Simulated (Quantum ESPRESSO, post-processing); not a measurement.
# Work-function anisotropy of Al, part 6 of 6

Wanted: work functions of Al face by face, under two functionals.

Quantum ESPRESSO 7.5; plane-wave DFT, PBE, PseudoDojo norm-conserving pseudopotentials.

So far. Step 11 (Electrostatic potential of (100)): On (100) the work function under LDA lies +0.14 eV from PBE's. Step 12 (Relaxation with pw.x of (110), PBE): The relaxation lowers the energy by 7 meV an atom. On the free atoms the largest force ends at 0.001 eV/Å.

## Step 13: SCF with pw.x of (110), PBE

Level of this step: plane-wave DFT, PBE, PseudoDojo norm-conserving pseudopotentials (Quantum ESPRESSO 7.5).

Contents of 110.pbe.in:

```
&control
  prefix = '110.pbe'
  outdir = './out'
  pseudo_dir = './pseudo'
  calculation = 'scf'
  tprnfor = .true.
/
&system
  ibrav = 0
  nat = 7
  ntyp = 1
  ecutwfc = 32
  ecutrho = 128
  occupations = 'smearing'
  smearing = 'mv'
  degauss = 0.02
/
&electrons
  conv_thr = 1e-07
  mixing_beta = 0.4
  electron_maxstep = 120
  mixing_mode = 'local-TF'
/
ATOMIC_SPECIES
  Al  26.9815  Al.dojo-sr-pbe-0.4.1-standard.upf
CELL_PARAMETERS angstrom
  4.05000000000000 0.00000000000000 0.00000000000000
  0.00000000000000 2.86378246380552 0.00000000000000
  0.00000000000000 0.00000000000000 24.59134739141656
ATOMIC_POSITIONS crystal
  Al  0.000000000000 0.000000000000 0.328491377000
  Al  0.500000000000 0.500000000000 0.380390854400
  Al  0.000000000000 0.000000000000 0.441772558900
  Al  0.500000000000 0.500000000000 0.500000000000
  Al  0.000000000000 0.000000000000 0.558227441100
  Al  0.500000000000 0.500000000000 0.619609145600
  Al  0.000000000000 0.000000000000 0.671508623000
K_POINTS automatic
  8 10 1 0 0 0
```

Command:

```
> OMP_NUM_THREADS=1 mpirun -n 4 pw.x -nk 4 -in 110.pbe.in > 110.pbe.out
```

What it wrote:

```text
[banner, memory and clock lines left out]
Program PWSCF v.7.5 starts
[citation notice left out]

[...]
Message from routine setup:
[...]
bravais-lattice index     =            0
     lattice parameter (alat)  =       7.6534  a.u.
     unit-cell volume          =    1924.7484 (a.u.)^3
     number of atoms/cell      =            7
     number of atomic types    =            1
     number of electrons       =        21.00
     number of Kohn-Sham states=           15
     kinetic-energy cutoff     =      32.0000  Ry
     charge density cutoff     =     128.0000  Ry
     scf convergence threshold =      1.0E-07
     mixing beta               =       0.4000
     number of iterations used =            8  local-TF  mixing
     Exchange-correlation= PBE
                           (   1   4   3   4   0   0   0)

[...]
PseudoPot. # 1 for Al read from file:
     ./pseudo/Al.dojo-sr-pbe-0.4.1-standard.upf
     Pseudo is Norm-conserving + core correction, Zval =  3.0
     Generated using ONCVPSP code by D. R. Hamann
     Using radial grid of 1876 points,  6 beta functions with:
                l(1) =   0
                l(2) =   0
                l(3) =   1
                l(4) =   1
                l(5) =   2
                l(6) =   2

     atomic species   valence    mass     pseudopotential
     Al                3.00    26.98150     Al( 1.00)

      8 Sym. Ops., with inversion, found

[...]
number of k points=    30  Marzari-Vanderbilt smearing, width (Ry)=  0.0200
[...]
Dense  grid:    47039 G-vectors     FFT dimensions: (  27,  20, 180)

     Initial potential from superposition of free atoms

     starting charge      20.9829, renormalised to      21.0000

     negative rho (up, down):  4.140E-05 0.000E+00
     Starting wfcs are   28 randomized atomic wfcs

     per-process dynamical memory:    46.6 Mb

     Self-consistent Calculation

     iteration #  1     ecut=    32.00 Ry     beta= 0.40
     Davidson diagonalization with overlap
     ethr =  1.00E-02,  avg # of iterations =  3.3

     total energy              =     -32.35814835 Ry
     estimated scf accuracy    <       0.50757898 Ry

     iteration #  2     ecut=    32.00 Ry     beta= 0.40
[...]
total energy              =     -32.29866455 Ry
     estimated scf accuracy    <       0.32407054 Ry

     iteration #  3     ecut=    32.00 Ry     beta= 0.40
[...]
total energy              =     -32.33484393 Ry
     estimated scf accuracy    <       0.02573329 Ry

     iteration #  4     ecut=    32.00 Ry     beta= 0.40
[...]
total energy              =     -32.33909800 Ry
     estimated scf accuracy    <       0.02099337 Ry

     iteration #  5     ecut=    32.00 Ry     beta= 0.40
[...]
total energy              =     -32.33606365 Ry
     estimated scf accuracy    <       0.02482759 Ry

     iteration #  6     ecut=    32.00 Ry     beta= 0.40
[...]
negative rho (up, down):  3.646E-06 0.000E+00

[...]
total energy              =     -32.33536275 Ry
     estimated scf accuracy    <       0.00921150 Ry

[...]
iteration # 12     ecut=    32.00 Ry     beta= 0.40
[...]
negative rho (up, down):  1.892E-05 0.000E+00

[...]
total energy              =     -32.33599488 Ry
     estimated scf accuracy    <       0.00000253 Ry

     iteration # 13     ecut=    32.00 Ry     beta= 0.40
[...]
negative rho (up, down):  4.116E-06 0.000E+00

[...]
total energy              =     -32.33599598 Ry
     estimated scf accuracy    <       0.00000316 Ry

     iteration # 14     ecut=    32.00 Ry     beta= 0.40
[...]
negative rho (up, down):  8.347E-06 0.000E+00

[...]
total energy              =     -32.33599631 Ry
     estimated scf accuracy    <       0.00000012 Ry

     iteration # 15     ecut=    32.00 Ry     beta= 0.40
[...]
c_bands:  1 eigenvalues not converged
[...]
End of self-consistent calculation

          k = 0.0000 0.0000 0.0000 (  5851 PWs)   bands (ev):

    -9.8991  -9.0056  -7.5568  -5.4412  -3.2183  -1.7427  -0.9894  -0.9333
    -0.3816   0.3960   0.5476   1.1380   2.2497   2.4950   3.4121

          k = 0.0000 0.1414 0.0000 (  5869 PWs)   bands (ev):

    -9.7190  -8.8264  -7.3790  -5.2652  -3.0460  -1.5771  -0.8255  -0.7677
    -0.2097   0.5613   0.7163   1.2868   2.3950   2.6608   3.5307

[...]
the Fermi energy is     0.8763 ev

!    total energy              =     -32.33599636 Ry
     estimated scf accuracy    <          4.1E-09 Ry
     smearing contrib. (-TS)   =      -0.00038009 Ry
     internal energy E=F+TS    =     -32.33561628 Ry

     The total energy is F=E-TS. E is the sum of the following terms:
     one-electron contribution =    -340.68787464 Ry
     hartree contribution      =     175.17665031 Ry
     xc contribution           =     -14.85336773 Ry
     ewald contribution        =     148.02897578 Ry

     convergence has been achieved in  15 iterations

     Forces acting on atoms (cartesian axes, Ry/au):

     atom    1 type  1   force =     0.00000000    0.00000000   -0.00008990
     atom    2 type  1   force =     0.00000000    0.00000000    0.00039534
     atom    3 type  1   force =     0.00000000    0.00000000   -0.00371129
     atom    4 type  1   force =     0.00000000    0.00000000    0.00000000
     atom    5 type  1   force =     0.00000000    0.00000000    0.00371129
     atom    6 type  1   force =     0.00000000    0.00000000   -0.00039534
     atom    7 type  1   force =     0.00000000    0.00000000    0.00008990

     Total force =     0.005280     Total SCF correction =     0.000057

[...]
```

Elapsed: 23 s, on 4 MPI ranks of Intel Xeon Platinum 8488C (Sapphire Rapids), shared host; peak memory 0.39 GiB.

Read from the output:

- free energy: -439.9536 eV
- Fermi energy: 0.8763 eV

## Step 14: Potential by pp.x of (110)

Contents of 110.pbe.pot.in:

```
&inputpp
  prefix = '110.pbe'
  outdir = './out'
  filplot = '110.pbe.pot.dat'
  plot_num = 11
/
```

Command:

```
> OMP_NUM_THREADS=1 mpirun -n 4 pp.x -in 110.pbe.pot.in > 110.pbe.pot.out
```

What it wrote:

```text
[banner, memory and clock lines left out]
Program POST-PROC v.7.5 starts

          URL

     ./out/110.pbe.save/

     IMPORTANT: XC functional enforced from input :
     Exchange-correlation= PBE
                           (   1   4   3   4   0   0   0)
     Any further DFT definition will be discarded
     Please, verify this is what you really want

     Calling punch_plot, plot_num =  11
     Writing data to file  110.pbe.pot.dat
     Message from routine chdens:
     namelist plot not found or invalid, exiting
```

It took 1.2 s on 4 MPI ranks; peak memory 0.1 GiB; 4.1 s of CPU time.

Numbers from this step:

- work function of the upper face: 4.030 eV
- slope of the potential above: 1.94e-4 eV/Å
- upper vacuum line continued to the top atoms, over the Fermi level: 4.029 eV
- work function of the lower face: 4.030 eV
- slope of the potential below: -1.08e-4 eV/Å
- lower vacuum line continued to the bottom atoms, over the Fermi level: 4.030 eV

The potential energy, planar mean oscillates, so the rows of the table below give means over windows of 1.37 Å about each position, cut where the curve ends. Its maxima inside the range that stand out by 2 % of the span (Å: eV): 8.7: -6.42, 10.1: -4.13, 11.6: -4.89, 13.0: -4.89, 14.5: -4.13, 15.8: -6.42. Its minima: 8.2: -8.61, 9.3: -8.85, 10.9: -8.57, 12.3: -8.75, 13.7: -8.57, 15.3: -8.85, 16.4: -8.61.

Electrostatic potential energy of an electron; zero at the Fermi level. Table of potential energy, planar mean by z; means over each step:

z (Å), potential energy, planar mean (eV) and a bar from the least value:
```
     0.69       4.03 ##############################
     2.06       4.03 ##############################
     3.43       4.03 ##############################
     4.79       4.01 ##############################
     6.17       3.56 #############################
     7.54      -3.17 ############
     8.91      -7.78 
    10.28      -6.31 ####
    11.65      -6.86 ##
    13.02      -6.85 ##
    14.39      -6.29 ####
    15.76      -7.81 
    17.12      -2.62 #############
    18.50       3.63 #############################
    19.86       4.02 ##############################
    21.23       4.03 ##############################
    22.61       4.03 ##############################
    23.98       4.03 ##############################
```

## Step 15: Self-consistent run of (110), LDA

Level of this step: plane-wave DFT, LDA, PseudoDojo norm-conserving pseudopotentials (Quantum ESPRESSO 7.5).

110.lda.in, as its differences from the input of step 13:

```diff
@@ -1,3 +1,3 @@
 &control
-  prefix = '110.pbe'
+  prefix = '110.lda'
   outdir = './out'
@@ -24,3 +24,3 @@
 ATOMIC_SPECIES
-  Al  26.9815  Al.dojo-sr-pbe-0.4.1-standard.upf
+  Al  26.9815  Al.dojo-sr-lda-0.4.1-standard.upf
 CELL_PARAMETERS angstrom
```

Command:

```
> OMP_NUM_THREADS=1 mpirun -n 4 pw.x -nk 4 -in 110.lda.in > 110.lda.out
```

What it wrote:

```text
[banner, memory and clock lines left out]
Program PWSCF v.7.5 starts
[...]
Message from routine setup:
[...]
number of electrons       =        21.00
     number of Kohn-Sham states=           15
     kinetic-energy cutoff     =      32.0000  Ry
     charge density cutoff     =     128.0000  Ry
[...]
number of k points=    30  Marzari-Vanderbilt smearing, width (Ry)=  0.0200
[...]
Dense  grid:    47039 G-vectors     FFT dimensions: (  27,  20, 180)
[...]
negative rho (up, down):  4.463E-05 0.000E+00
     Starting wfcs are   28 randomized atomic wfcs
[...]
estimated scf accuracy    <       0.52481079 Ry
[...]
estimated scf accuracy    <       0.32679013 Ry
[...]
estimated scf accuracy    <       0.02587274 Ry
[...]
estimated scf accuracy    <       0.02183502 Ry
[...]
estimated scf accuracy    <       0.02578769 Ry
[...]
negative rho (up, down):  8.632E-05 0.000E+00
[...]
estimated scf accuracy    <       0.00951603 Ry
[...]
negative rho (up, down):  4.788E-03 0.000E+00
[...]
estimated scf accuracy    <       0.00191568 Ry
[...]
negative rho (up, down):  7.725E-03 0.000E+00
[...]
estimated scf accuracy    <       0.00114585 Ry
[...]
negative rho (up, down):  3.931E-03 0.000E+00
[...]
estimated scf accuracy    <       0.00047679 Ry
[...]
negative rho (up, down):  3.325E-04 0.000E+00
[...]
estimated scf accuracy    <       0.00010345 Ry
[...]
negative rho (up, down):  3.971E-05 0.000E+00
[...]
estimated scf accuracy    <       0.00000248 Ry
[...]
negative rho (up, down):  3.524E-05 0.000E+00
[...]
estimated scf accuracy    <       0.00000174 Ry
[...]
the Fermi energy is     0.6946 ev
!    total energy              =     -32.95199500 Ry
     estimated scf accuracy    <       0.00000009 Ry
     smearing contrib. (-TS)   =      -0.00034577 Ry
     internal energy E=F+TS    =     -32.95164923 Ry
[...]
one-electron contribution =    -340.95712998 Ry
     hartree contribution      =     175.21938336 Ry
     xc contribution           =     -15.24287840 Ry
     ewald contribution        =     148.02897578 Ry
     convergence has been achieved in  13 iterations
[...]
Total force =     0.012456     Total SCF correction =     0.000209
[...]
```

The job ended after 19 s (4 MPI ranks; peak memory 0.39 GiB).

This step gave:

* free energy: -448.3347 eV
* Fermi energy: 0.6946 eV

## Step 16: Electrostatic potential of (110)

Contents of 110.lda.pot.in:

```
&inputpp
  prefix = '110.lda'
  outdir = './out'
  filplot = '110.lda.pot.dat'
  plot_num = 11
/
```

Command:

```
> OMP_NUM_THREADS=1 mpirun -n 4 pp.x -in 110.lda.pot.in > 110.lda.pot.out
```

Run time: 1.3 s. Hardware: 4 MPI ranks; peak memory 0.1 GiB.

This step gave:

```
work function of the upper face                                       : 4.194 eV
slope of the potential above                                          : 1.80e-4 eV/Å
upper vacuum line continued to the top atoms, over the Fermi level    : 4.193 eV
work function of the lower face                                       : 4.194 eV
slope of the potential below                                          : -1.42e-4 eV/Å
lower vacuum line continued to the bottom atoms, over the Fermi level : 4.194 eV
```

On (110) the work function under LDA lies +0.16 eV from PBE's.

## Step 17: The series side by side

All levels:

```csv
level,work function (eV),CPU time (s)
"(111), PBE",4.103,38.8
"(111), LDA",4.266,36.53
"(100), PBE",4.223,37.15
"(100), LDA",4.366,40.46
"(110), PBE",4.03,89.93
"(110), LDA",4.194,73.83
```

## Step 18: Worked from the printed numbers

For (111) under PBE, on the run's own zero: φ = 5.575 − (1.472) = 4.103 eV.

## Step 19: Results

| Property | Result |
| --- | --- |
| work function of (111), PBE | 4.10 eV |
| work function of (111), LDA | 4.27 eV |
| work function of (100), PBE | 4.22 eV |
| work function of (100), LDA | 4.37 eV |
| work function of (110), PBE | 4.03 eV |
| work function of (110), LDA | 4.19 eV |

What this shows: Under PBE the work functions are 4.22 eV on (100), 4.10 eV on (111) and 4.03 eV on (110). In order of packing, from 7.10 to 11.60 Å² an atom, the faces are (111), (100) and (110). The work function doesn't follow that order throughout, so smoothing alone doesn't explain it; the states near the Fermi level, surface states and relaxation differ from face to face. LDA lies +0.14 to +0.16 eV from PBE on the same atoms, nearly a rigid shift. The top two spacings change by +0.8 and -0.4 % on (111), +1.5 and +3.5 % on (100) and -10.9 and +5.4 % on (110). Electron diffraction gives +1.7 ± 0.3 % on (111) and −8.4 % on (110), as quoted in arxiv:0801.1077 (2008). The slabs are thin and unreconstructed, at the tabulated lattice constant; thickness and mesh leave some 0.05 to 0.1 eV open.

Computed beside measured:

| quantity | measured | PBE | LDA |
| --- | --- | --- | --- |
| work function of (111) (eV) | 4.32 | 4.10 (-0.22 eV) | 4.27 (-0.05 eV) |
| work function of (100) (eV) | 4.32 | 4.22 (-0.10 eV) | 4.37 (+0.05 eV) |
| work function of (110) (eV) | 4.23 | 4.03 (-0.20 eV) | 4.19 (-0.04 eV) |

Measured values from arxiv:1702.08515 (2017).

How well it matches: The grades are ours: good and fair within 3 and 7 % for the work function of (111), 3 and 7 % for the work function of (100) and 3 and 7 % for the work function of (110). Other measurements of the same face can differ from the value quoted by 0.1 to 0.2 eV.

[Logs are printed without paths, hosts, clocks, repeated set-up lines and the standing remarks that a program may print on its own settings, such as how far it seeks lower states.]

[Hosts, paths, dates, database ids (printed as entryN), source tags and the programs' standing remarks are cut or masked in the printed files.]

[Maps of the electrostatic potential energy from Ansatz leave out the sawtooth potential of an applied field or a dipole correction, so their vacuum need not be flat; planar profiles and work functions include it.]
